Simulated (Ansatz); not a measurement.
# Br on Zr(0001): change of the work function, part 3 of 4

Wanted: Δφ(θ) for Br/Zr(0001), starting from the fcc site.

Ansatz 0.2.0; plane-wave DFT, PBE, Ansatz PAW.

So far, work function, upper face (eV): step 2 (the clean slab) 4.17; step 3 (37 atoms, coverage 0.111 ML, cell 3x3) 4.10.

## (4) Adsorbate added, k-mesh 6×6×1, coverage 0.25 ML

System of this step: Br/Zr(0001). The cell holds 17 atoms: 16 Zr and 1 Br. Cell: a = 6.460 Å, b = 6.460 Å, c = 28.084 Å, α = 90.0°, β = 90.0°, γ = 60.0°. Vacuum lies along c.

Another coverage, to see how the dipoles act on each other as their distance changes.

The input, input.yaml:

```yaml
crystal:
  lattice:
    - [6.46, 0.0, 0.0]
    - [3.23, 5.5945241084, 0.0]
    - [0.0, 0.0, 28.0835409059]
  atoms:
    - { symbol: Zr, position: [0.3333333333, 0.3333333333, 0.3204724087] }
    - { symbol: Zr, position: [0.0, 0.0, 0.4120810491] }
    - { symbol: Zr, position: [0.3333333333, 0.3333333333, 0.5072351469] }
    - { symbol: Zr, position: [0.0, 0.0, 0.5941065033] }
    - { symbol: Zr, position: [0.3333333333, 0.8333333333, 0.3204724087] }
    - { symbol: Zr, position: [0.0, 0.5, 0.4120810491] }
    - { symbol: Zr, position: [0.3333333333, 0.8333333333, 0.5072351469] }
    - { symbol: Zr, position: [0.0, 0.5, 0.5941065033] }
    - { symbol: Zr, position: [0.8333333333, 0.3333333333, 0.3204724087] }
    - { symbol: Zr, position: [0.5, 0.0, 0.4120810491] }
    - { symbol: Zr, position: [0.8333333333, 0.3333333333, 0.5072351469] }
    - { symbol: Zr, position: [0.5, 0.0, 0.5941065033] }
    - { symbol: Zr, position: [0.8333333333, 0.8333333333, 0.3204724087] }
    - { symbol: Zr, position: [0.5, 0.5, 0.4120810491] }
    - { symbol: Zr, position: [0.8333333333, 0.8333333333, 0.5072351469] }
    - { symbol: Zr, position: [0.5, 0.5, 0.5941065033] }
    - { symbol: Br, position: [0.1666666667, 0.1666666667, 0.6795275913] }
kpoints:
  mp_grid: { grid: [6, 6, 1] }
hamiltonian:
  xc: pbe
scf:
  occupations: { method: fermi_dirac, width: 0.1 }
  convergence: { dr2_threshold: 1.0e-08 }
efield:
  axis: 3
  dipole_correction: true
  ramp_position: 0.97
  ramp_width: 0.06
relax:
  f_tol: 0.02
  max_steps: 60
  constraints: [{ sites: [0, 1, 4, 5, 8, 9, 12, 13] }]
output:
  dos: { projected: true, e_range: [-8, 4] }
  write_potential: true
  write_density: true
  volumetric_format: npy
  elf: true
```

Launch:

```sh
ansatz run input.yaml --threads 4 --pin off --max-ram 16384MiB --backend cpu --events-out ev --progress --plain --runs-dir out
```

Standard output:

```text
[...]
Crystal: 17 atoms, lattice volume = 1014.957 Å³
Basis set: ecut = 420 eV, 19821 PW (Γ), exchange–correlation on 90×90×384 points (8 copies of the dense FFT grid, shifted against one another)
Bands: 120, of which v1, the nominal top of the filled ones, is band 100 counted from 1 (99 counted from 0)
Symmetry: 6 space group operations
[...]
k-points: 7 of 36 (time reversal used)
[...]
SCF iter   1: F=—  HF=-69720.377038 eV  |F-HF|=—  |Δ(HF+E_count)|=         —  Δρ=5.65e-3  dr2=5.57e0  ethr=1.77e-3  p=-0.006 e·Å  D=-1.05e-3 V/Å  ΔV_dip=0.03 eV  dr2_dipole=9.09e-1  V_vac-E_F(+/−)=4.11/4.08 eV  ⟨swp⟩=9.7  Hψ=4131  notcnv=0
[...]
SCF iter  10: F=-69720.255405 eV  HF=-69720.255405 eV  |F-HF|=1.48e-9  |Δ(HF+E_count)|=   1.03e-8  Δρ=2.38e-7  dr2=1.40e-9  ethr=5.03e-12  p=-0.028 e·Å  D=-5.01e-3 V/Å  ΔV_dip=0.14 eV  dr2_dipole=4.60e-13  V_vac-E_F(+/−)=4.32/4.17 eV  ⟨swp⟩=9.7  Hψ=6236  notcnv=0
SCF 1 converged in 10 iterations: F = -69720.255405 eV  dr2 = 1.40e-9
[...]
relax step   1: F+E_penalty+E_count = -69720.25540451 eV  Δ(F+E_penalty+E_count) = +0.000e0 eV  max|allowed force component| = 1.179e0 eV/Å  Δτ_max = 0.0000 Å  (10 SCF iters, accepted)
[...]
SCF iter  10: F=-69720.529249 eV  HF=-69720.529249 eV  |F-HF|=3.84e-9  |Δ(HF+E_count)|=   2.16e-8  Δρ=4.71e-7  dr2=4.50e-9  ethr=5.03e-12  p=0.010 e·Å  D=1.76e-3 V/Å  ΔV_dip=-0.05 eV  dr2_dipole=1.13e-10  V_vac-E_F(+/−)=4.13/4.18 eV  ⟨swp⟩=10.4  Hψ=6311  notcnv=0
SCF 2 converged in 10 iterations: F = -69720.529249 eV  dr2 = 4.50e-9
relax step   2: F+E_penalty+E_count = -69720.52924886 eV  Δ(F+E_penalty+E_count) = -2.738e-1 eV  max|allowed force component| = 4.337e-1 eV/Å  Δτ_max = 0.1981 Å  (10 SCF iters, accepted)
[...]
SCF iter   9: F=-69720.573502 eV  HF=-69720.573502 eV  |F-HF|=4.60e-9  |Δ(HF+E_count)|=   1.44e-8  Δρ=4.68e-7  dr2=5.35e-9  ethr=5.03e-12  p=0.037 e·Å  D=6.53e-3 V/Å  ΔV_dip=-0.18 eV  dr2_dipole=4.66e-10  V_vac-E_F(+/−)=4.00/4.18 eV  ⟨swp⟩=7.9  Hψ=6777  notcnv=0
SCF 3 converged in 9 iterations: F = -69720.573502 eV  dr2 = 5.35e-9
relax step   3: F+E_penalty+E_count = -69720.57350238 eV  Δ(F+E_penalty+E_count) = -4.425e-2 eV  max|allowed force component| = 1.643e-1 eV/Å  Δτ_max = 0.1574 Å  (9 SCF iters, accepted)
[...]
relax step   4: F+E_penalty+E_count = -69720.57608540 eV  Δ(F+E_penalty+E_count) = -2.583e-3 eV  max|allowed force component| = 3.637e-2 eV/Å  Δτ_max = 0.0432 Å  (8 SCF iters, accepted)
[...]
relax step   5: F+E_penalty+E_count = -69720.57615759 eV  Δ(F+E_penalty+E_count) = -7.220e-5 eV  max|allowed force component| = 2.114e-2 eV/Å  Δτ_max = 0.0111 Å  (8 SCF iters, accepted)
SCF iter   1: F=—  HF=-69720.577157 eV  |F-HF|=—  |Δ(HF+E_count)|=         —  Δρ=4.03e-4  dr2=3.26e-2  ethr=2.06e-4  p=0.032 e·Å  D=5.71e-3 V/Å  ΔV_dip=-0.16 eV  dr2_dipole=5.27e-3  V_vac-E_F(+/−)=4.02/4.18 eV  ⟨swp⟩=1.6  Hψ=1046  notcnv=0
[...]
SCF iter   7: F=-69720.576466 eV  HF=-69720.576466 eV  |F-HF|=2.30e-9  |Δ(HF+E_count)|=   1.43e-8  Δρ=5.00e-7  dr2=8.29e-9  ethr=5.03e-12  p=0.032 e·Å  D=5.71e-3 V/Å  ΔV_dip=-0.16 eV  dr2_dipole=3.12e-11  V_vac-E_F(+/−)=4.02/4.18 eV  ⟨swp⟩=10.4  Hψ=6440  notcnv=0
SCF 6 converged in 7 iterations: F = -69720.576466 eV  dr2 = 8.29e-9
relax step   6: F+E_penalty+E_count = -69720.57646569 eV  Δ(F+E_penalty+E_count) = -3.081e-4 eV  max|allowed force component| = 2.612e-3 eV/Å  Δτ_max = 0.0067 Å  (7 SCF iters, accepted)
[...]
SCF converged after 7 iterations
Free energy (F): -69720.576466 eV
[...]
Internal energy: -69719.732739 eV  (E = F + TS)
E sigma→0 (E₀):  -69720.154602 eV
Entropy (-TS):   -0.843727 eV (-49.631 meV/atom)
Fermi energy:    2.904626 eV
Dipole field:    D = 0.005709 V/Å  (p = 0.032021 e·Å, saw-weighted, corrected)
Work function:   Φ+ = 4.0183 eV   Φ− = 4.1786 eV
[...]
--- Forces (eV/Å), atoms counted from 1 ---
  atom   1  Zr     0.00354425     0.00204627     0.46639330
  atom   2  Zr     0.04730736     0.02731292    -0.45521809
  atom   3  Zr    -0.00058532    -0.00033794    -0.00097642
  atom   4  Zr    -0.00007794    -0.00004500    -0.00029734
  atom   5  Zr     0.00000000    -0.00409255     0.46639330
  atom   6  Zr    -0.00000000    -0.05462584    -0.45521809
  atom   7  Zr     0.00000000     0.00067587    -0.00097642
  atom   8  Zr     0.00000000     0.00009000    -0.00029734
  atom   9  Zr    -0.00354425     0.00204627     0.46639330
  atom  10  Zr    -0.04730736     0.02731292    -0.45521809
  atom  11  Zr     0.00058532    -0.00033794    -0.00097642
  atom  12  Zr     0.00007794    -0.00004500    -0.00029734
  atom  13  Zr     0.00000000    -0.00000000     0.38751474
  atom  14  Zr    -0.00000000     0.00000000    -0.41520382
  atom  15  Zr    -0.00000000    -0.00000000    -0.00261209
  atom  16  Zr    -0.00000000    -0.00000000     0.00084997
  atom  17  Br     0.00000000     0.00000000    -0.00023105
  max |Σ_I F_I| component: 2.21e-5 eV/Å
--- Band table (eV; the first three rows and the last of 7) ---
  k-point 0: bands = [... 96 lower, 2.9523, 3.1978, 3.4814, 3.5166, 3.5166, 3.5592, 3.7218, 3.7218, ... 16 higher]
  k-point 1: bands = [... 96 lower, 2.9646, 3.1448, 3.2514, 3.2926, 3.3396, 3.3696, 3.5290, 3.5816, ... 16 higher]
  k-point 2: bands = [... 96 lower, 2.7924, 2.8254, 2.9180, 2.9366, 3.0031, 3.0661, 3.2028, 3.2479, ... 16 higher]
  k-point 6: bands = [... 96 lower, 2.2789, 2.4480, 2.4679, 2.4712, 2.5108, 2.7669, 2.9569, 2.9603, ... 16 higher]
--- Relaxed structure (6 steps of the walk, 6 accepted, 0 SCFs on fresh bases) ---
  F+E_penalty+E_count = -69720.57646569 eV   max|allowed force component| = 2.612e-3 eV/Å
  atoms:
    - { symbol: Zr, position: [0.333333, 0.333333, 0.3204724087] }
    - { symbol: Zr, position: [2.666712e-17, 2.666712e-17, 0.412081] }
    - { symbol: Zr, position: [0.331401, 0.331401, 0.507944] }
    - { symbol: Zr, position: [-0.00821226, -0.00821226, 0.595139] }
    - { symbol: Zr, position: [0.333333, 0.833333, 0.3204724087] }
    - { symbol: Zr, position: [0.0, 0.5, 0.412081] }
    - { symbol: Zr, position: [0.331401, 0.837198, 0.507944] }
    - { symbol: Zr, position: [-0.00821226, 0.516425, 0.595139] }
    - { symbol: Zr, position: [0.833333, 0.333333, 0.3204724087] }
    - { symbol: Zr, position: [0.5, 2.666712e-17, 0.412081] }
    - { symbol: Zr, position: [0.837198, 0.331401, 0.507944] }
    - { symbol: Zr, position: [0.516425, -0.00821226, 0.595139] }
    - { symbol: Zr, position: [0.833333, 0.833333, 0.3204724087] }
    - { symbol: Zr, position: [0.500000, 0.5, 0.412081] }
    - { symbol: Zr, position: [0.833333, 0.833333, 0.504304] }
    - { symbol: Zr, position: [0.500000, 0.5, 0.593463] }
    - { symbol: Br, position: [0.166667, 0.166667, 0.668080] }
```

The job ended after 2.1 min (4 threads of Arm Neoverse V2, shared host; peak memory 2.9 GiB; 8.1 min of CPU time).

The steps of the relaxation:

| step | energy less that of the first step (eV) | largest force component (eV/Å) |
| --- | --- | --- |
| 1 | 0.0000 | 1.1792 |
| 2 | -0.2738 | 0.4337 |
| 3 | -0.3181 | 0.1643 |
| 4 | -0.3207 | 0.0364 |
| 5 | -0.3208 | 0.0211 |
| 6 | -0.3211 | 0.0026 |

Forces are held to the 6 operations that the program found; a distortion that breaks them can't arise in this run.

The atoms that moved most (Å):

| atom | dx | dy | dz | length |
| --- | --- | --- | --- | --- |
| Br17 | 0.000 | 0.000 | -0.321 | 0.321 |
| Zr12 | 0.080 | -0.046 | 0.029 | 0.096 |
| Zr4 | -0.080 | -0.046 | 0.029 | 0.096 |
| Zr8 | 0.000 | 0.092 | 0.029 | 0.096 |
| Zr15 | 0.000 | 0.000 | -0.082 | 0.082 |
| Zr7 | 0.000 | 0.022 | 0.020 | 0.029 |
| Zr11 | 0.019 | -0.011 | 0.020 | 0.029 |
| Zr3 | -0.019 | -0.011 | 0.020 | 0.029 |

Final coordinates:

```xyz
17
Lattice="6.4600 0.0000 0.0000 3.2300 5.5945 0.0000 0.0000 0.0000 28.0835" Properties=species:S:1:pos:R:3
Zr    3.2300    1.8648    9.0000
Zr    0.0000    0.0000   11.5727
Zr    3.2113    1.8540   14.2649
Zr   -0.0796   -0.0459   16.7136
Zr    4.8450    4.6621    9.0000
Zr    1.6150    2.7973   11.5727
Zr    4.8450    4.6837   14.2649
Zr    1.6150    2.8891   16.7136
Zr    6.4600    1.8648    9.0000
Zr    3.2300    0.0000   11.5727
Zr    6.4787    1.8540   14.2649
Zr    3.3096   -0.0459   16.7136
Zr    8.0750    4.6621    9.0000
Zr    4.8450    2.7973   11.5727
Zr    8.0750    4.6621   14.1627
Zr    4.8450    2.7973   16.6665
Br    1.6150    0.9324   18.7621
```

Read from the output:

| Property | Result |
| --- | --- |
| energy at zero smearing | -69720.1546 eV |
| work function, upper face | 4.018 eV |
| work function, lower face | 4.179 eV |
| dipole along the normal | 0.03202 e·Å |
| step between the vacuum levels | -0.1603 eV |

The density of states has structure finer than the step of the table below, so its rows give means over 0.25 eV. Peaks (eV: height): -4.750: 81.9, -1.290: 52.2, -0.900: 48.9, -0.600: 38.9, 0.000: 43.0, 0.300: 38.7, 0.930: 46.5.

Table of density of states by energy, zero at the Fermi level; means over each step:

| energy (eV) | density of states (states/eV a cell) |
| --- | --- |
| -5.75 | 0 |
| -5.50 | 0.748 |
| -5.25 | 5.32 |
| -5.00 | 3.47 |
| -4.75 | 14.8 |
| -4.50 | 1.62 |
| -4.25 | 1.41 |
| -4.00 | 3.14 |
| -3.75 | 2.65 |
| -3.50 | 3.31 |
| -3.25 | 4.33 |
| -3.00 | 6.01 |
| -2.75 | 13.2 |
| -2.50 | 14.2 |
| -2.25 | 20.1 |
| -2.00 | 25.0 |
| -1.75 | 17.8 |
| -1.50 | 14.7 |
| -1.25 | 22.3 |
| -1.00 | 24.6 |
| -0.75 | 23.1 |
| -0.50 | 17.6 |
| -0.25 | 20.7 |
| 0.00 | 27.8 |
| 0.25 | 28.7 |
| 0.50 | 26.0 |
| 0.75 | 27.9 |

Projected DOS per atom over height of the atomic layer and energy from the Fermi level. Layers: Zr4 Zr4 Zr4 Zr4 Br from below.

Ten even steps from '_' (0.0 states/eV) to '@' (7.9 states/eV), each cell a mean:
```
::::::::__
::....::__
::....::__
........__
..::::..__
........__
........__
....::..__
......____
__________
__________
__________
__________
__________
________@@
________==
__________
__________
__________
__________
__________
__________
```
Columns: height of the atomic layer (Å) from 9 to 18.8 (not evenly spaced); rows upwards: energy from the Fermi level (eV) from -7.96 to 1.04.

ELF in the ca plane at fractional y = 0.000, with atoms of Zr within 0.2 Å of it. It is the smooth field of the valence electrons, not physical close to the nuclei.

Values, 9 rows by 16 columns, each cell a mean:
```
0.38 0.55 0.61 0.32 0.43 0.46 0.51 0.64 0.17 0.05 0.01 0.00 0.00 0.00 0.00 0.00
0.24 0.26 0.25 0.24 0.25 0.23 0.27 0.30 0.27 0.14 0.01 0.00 0.00 0.00 0.00 0.00
0.24 0.28 0.23 0.26 0.30 0.22 0.29 0.24 0.34 0.18 0.02 0.00 0.00 0.00 0.00 0.00
0.34 0.48 0.58 0.29 0.33 0.39 0.45 0.65 0.15 0.05 0.01 0.00 0.00 0.00 0.00 0.00
0.45 0.58 0.56 0.39 0.62 0.58 0.55 0.58 0.22 0.24 0.11 0.01 0.00 0.00 0.00 0.00
0.29 0.37 0.45 0.27 0.23 0.30 0.31 0.42 0.41 0.73 0.41 0.05 0.00 0.00 0.00 0.00
0.23 0.32 0.24 0.29 0.36 0.22 0.35 0.18 0.65 0.85 0.56 0.09 0.00 0.00 0.00 0.00
0.26 0.30 0.33 0.26 0.22 0.25 0.27 0.29 0.49 0.78 0.47 0.06 0.00 0.00 0.00 0.00
0.43 0.58 0.59 0.37 0.55 0.55 0.53 0.63 0.23 0.37 0.17 0.02 0.00 0.00 0.00 0.00
```
Columns run along c (16.0 Å, from fractional 0.35 to 0.92 of the cell), rows up along a (6.5 Å). Atoms in or near the plane, at fractional coordinates: Zr at (0.41, 0.00), Zr at (0.60, 0.99), Zr at (0.41, 0.50), Zr at (0.60, 0.52).

Valence density in the ca plane at fractional y = 0.000, with atoms of Zr within 0.2 Å of it. It is the smooth field of the valence electrons, not physical close to the nuclei.

Values in e/Å³, 9 rows by 16 columns, each cell a mean:
```
0.2 1.8 2.4 0.2 0.2 0.2 1.7 2.8 0.2 0.0 0.0 0.0 0.0 0.0 0.0 0.0
0.2 0.3 0.3 0.2 0.4 0.2 0.3 0.5 0.1 0.0 0.0 0.0 0.0 0.0 0.0 0.0
0.2 0.2 0.2 0.2 0.5 0.3 0.2 0.3 0.1 0.0 0.0 0.0 0.0 0.0 0.0 0.0
0.2 1.4 1.8 0.2 0.2 0.2 1.3 2.3 0.2 0.0 0.0 0.0 0.0 0.0 0.0 0.0
0.2 2.4 3.0 0.3 0.2 0.2 2.0 3.2 0.3 0.0 0.0 0.0 0.0 0.0 0.0 0.0
0.2 0.8 1.1 0.2 0.3 0.2 0.6 1.0 0.2 0.2 0.0 0.0 0.0 0.0 0.0 0.0
0.2 0.2 0.2 0.2 0.6 0.3 0.2 0.1 0.4 0.5 0.1 0.0 0.0 0.0 0.0 0.0
0.2 0.5 0.6 0.2 0.3 0.2 0.3 0.5 0.3 0.3 0.1 0.0 0.0 0.0 0.0 0.0
0.2 2.2 2.8 0.3 0.2 0.2 1.8 2.9 0.3 0.1 0.0 0.0 0.0 0.0 0.0 0.0
```
Columns run along c (16.0 Å, from fractional 0.35 to 0.92 of the cell), rows up along a (6.5 Å). Atoms in or near the plane, at fractional coordinates: Zr at (0.41, 0.00), Zr at (0.60, 0.99), Zr at (0.41, 0.50), Zr at (0.60, 0.52).

Electrostatic potential energy in the ca plane at fractional y = 0.000, with atoms of Zr within 0.2 Å of it. With pseudopotentials it is smooth inside the atoms' cores, unlike the true potential.

Ten even steps from '0' (-63 eV) to '9' (7 eV), each cell a mean:
```
99851003799999998500027899999999999999999999
99975336899999998741258999999999999999999999
89988778999888899877789999999999999999999999
89999999998777899998899999999999999999999999
89999999998777899998899999999999999999999999
89988778999888899876789999999999999999999999
99975236899999998741258999999999999999999999
99851003799999998510027899999999999999999999
99850002799999998500027899999999999999999999
99862014899999998731258999999999999999999999
99986567899988899876678999999999999999999999
89998889999877889998899988899999999999999999
89999999999866789999999987899999999999999999
89998889999877889998899988899999999999999999
99987567899988899876688999999999999999999999
99862014899999998731258999999999999999999999
99850002799999998500027899999999999999999999
```
Columns run along c (16.0 Å, from fractional 0.35 to 0.92 of the cell; values clipped at the 3rd and 97th percentile), rows up along a (6.5 Å). Atoms in or near the plane, at fractional coordinates: Zr at (0.41, 0.00), Zr at (0.60, 0.99), Zr at (0.41, 0.50), Zr at (0.60, 0.52).

The relaxation took 6 steps and lowered the energy by 0.32 eV; the largest force on the free atoms ends at 0.0026 eV/Å.

By hand: a sheet of dipoles makes a step −p/(ε₀A) in the electron's potential. With e/ε₀ = 180.95 V·Å, p = 0.03202 e·Å and A = 36.14 Å², that is −180.95 × (0.03202) / 36.14 = -0.160 eV, and the two vacuum levels of the run differ by -0.160 eV.

The covered face has 4.02 eV, -0.15 eV against the clean one; the bare back face has moved by -0.00 eV, a measure of how thin the slab is.

## (5) Adsorbate added, k-mesh 6×6×1, coverage 0.5 ML

System of this step: Br/Zr(0001). The cell holds 18 atoms: 16 Zr and 2 Br. Cell: a = 6.460 Å, b = 6.460 Å, c = 28.084 Å, α = 90.0°, β = 90.0°, γ = 60.0°. Vacuum lies along c.

Another coverage, to see how the dipoles act on each other as their distance changes.

input.yaml: that of step 4 with these lines changed.

```diff
@@ -23,2 +23,3 @@
     - { symbol: Br, position: [0.1666666667, 0.1666666667, 0.6795275913] }
+    - { symbol: Br, position: [0.6666666667, 0.1666666667, 0.6795275913] }
 kpoints:
```

Standard output:

```text
[...]
Crystal: 18 atoms, lattice volume = 1014.957 Å³
Basis set: ecut = 420 eV, 19821 PW (Γ), exchange–correlation on 90×90×384 points (8 copies of the dense FFT grid, shifted against one another)
Bands: 124, of which v1, the nominal top of the filled ones, is band 103 counted from 1 (102 counted from 0)
Symmetry: 4 space group operations
[...]
- { symbol: Zr, position: [-0.00798557, 0.515971, 0.595296] }
[...]
- { symbol: Zr, position: [0.833333, 0.8333333333, 0.320472] }
    - { symbol: Zr, position: [0.5, 0.5, 0.412081] }
    - { symbol: Zr, position: [0.832615, 0.834770, 0.504435] }
    - { symbol: Zr, position: [0.492014, 0.515971, 0.595296] }
    - { symbol: Br, position: [0.161750, 0.176500, 0.667221] }
    - { symbol: Br, position: [0.661750, 0.176500, 0.667221] }
[key lines of the parts left out:]
SCF converged after 8 iterations
Free energy (F): -72506.427951 eV
Fermi energy:    3.169073 eV
Dipole field:    D = 0.007134 V/Å  (p = 0.040012 e·Å, saw-weighted, corrected)
Work function:   Φ+ = 3.9778 eV   Φ− = 4.1781 eV
```

Elapsed: 4.4 min, on 4 threads; peak memory 3.5 GiB; 17 min of CPU time.

The steps of the relaxation:

| step | energy less that of the first step (eV) | largest force component (eV/Å) |
| --- | --- | --- |
| 1 | 0.0000 | 1.5517 |
| 2 | -0.6944 | 0.3833 |
| 3 | -0.7640 | 0.2187 |
| 4 | -0.7748 | 0.0233 |
| 5 | -0.7746 | 0.0317 |
| 6 | -0.7755 | 0.0046 |

Relaxation step 5 was tried and not accepted.

The run keeps the 4 symmetry operations that the program found, so distortions that break them were not tested.

The atoms that moved most (Å):

| atom | dx | dy | dz | length |
| --- | --- | --- | --- | --- |
| Br18 | 0.000 | 0.055 | -0.346 | 0.350 |
| Br17 | 0.000 | 0.055 | -0.346 | 0.350 |
| Zr8 | 0.000 | 0.089 | 0.033 | 0.095 |
| Zr16 | 0.000 | 0.089 | 0.033 | 0.095 |
| Zr12 | 0.000 | -0.087 | 0.036 | 0.094 |
| Zr4 | 0.000 | -0.087 | 0.036 | 0.094 |
| Zr7 | 0.000 | 0.008 | -0.079 | 0.079 |
| Zr15 | 0.000 | 0.008 | -0.079 | 0.079 |

Final coordinates:

```cif
data_structure
_symmetry_space_group_name_H-M 'P 1'
_symmetry_Int_Tables_number 1
_cell_length_a 6.4600
_cell_length_b 6.4600
_cell_length_c 28.0835
_cell_angle_alpha 90.000
_cell_angle_beta 90.000
_cell_angle_gamma 60.000
_cell_volume 1014.96
loop_
_atom_site_label
_atom_site_type_symbol
_atom_site_fract_x
_atom_site_fract_y
_atom_site_fract_z
_atom_site_occupancy
Zr1 Zr 0.33333 0.33333 0.32047 1
Zr2 Zr 0.00000 0.00000 0.41208 1
Zr3 Zr 0.33531 0.32938 0.50935 1
Zr4 Zr 0.00776 0.98447 0.59537 1
Zr5 Zr 0.33333 0.83333 0.32047 1
Zr6 Zr 0.00000 0.50000 0.41208 1
Zr7 Zr 0.33261 0.83477 0.50443 1
Zr8 Zr 0.99201 0.51597 0.59530 1
Zr9 Zr 0.83333 0.33333 0.32047 1
Zr10 Zr 0.50000 0.00000 0.41208 1
Zr11 Zr 0.83531 0.32938 0.50935 1
Zr12 Zr 0.50776 0.98447 0.59537 1
Zr13 Zr 0.83333 0.83333 0.32047 1
Zr14 Zr 0.50000 0.50000 0.41208 1
Zr15 Zr 0.83261 0.83477 0.50443 1
Zr16 Zr 0.49201 0.51597 0.59530 1
Br17 Br 0.16175 0.17650 0.66722 1
Br18 Br 0.66175 0.17650 0.66722 1
```

The relaxation took 6 steps and lowered the energy by 0.78 eV; the largest force on the free atoms ends at 0.0046 eV/Å.

The covered face has 3.98 eV, -0.19 eV against the clean one; the bare back face has moved by -0.00 eV, a measure of how thin the slab is.

(Part 3 of 4 ends here.)

[Long decimals in the printed logs are rounded to 6 places.]

[Logs are printed without paths, hosts, clocks, repeated set-up lines and the standing remarks that a program may print on its own settings, such as how far it seeks lower states.]

[Hosts, paths, dates, database ids (printed as entryN), source tags and the programs' standing remarks are cut or masked in the printed files.]

[Maps of the electrostatic potential energy from Ansatz leave out the sawtooth potential of an applied field or a dipole correction, so their vacuum need not be flat; planar profiles and work functions include it.]

[The density of states shown here was stored with 400 of the rows of the run's finer table, so its peaks can read low, often by over a quarter, or be missed, and its means over a window can be off by a tenth or more.]
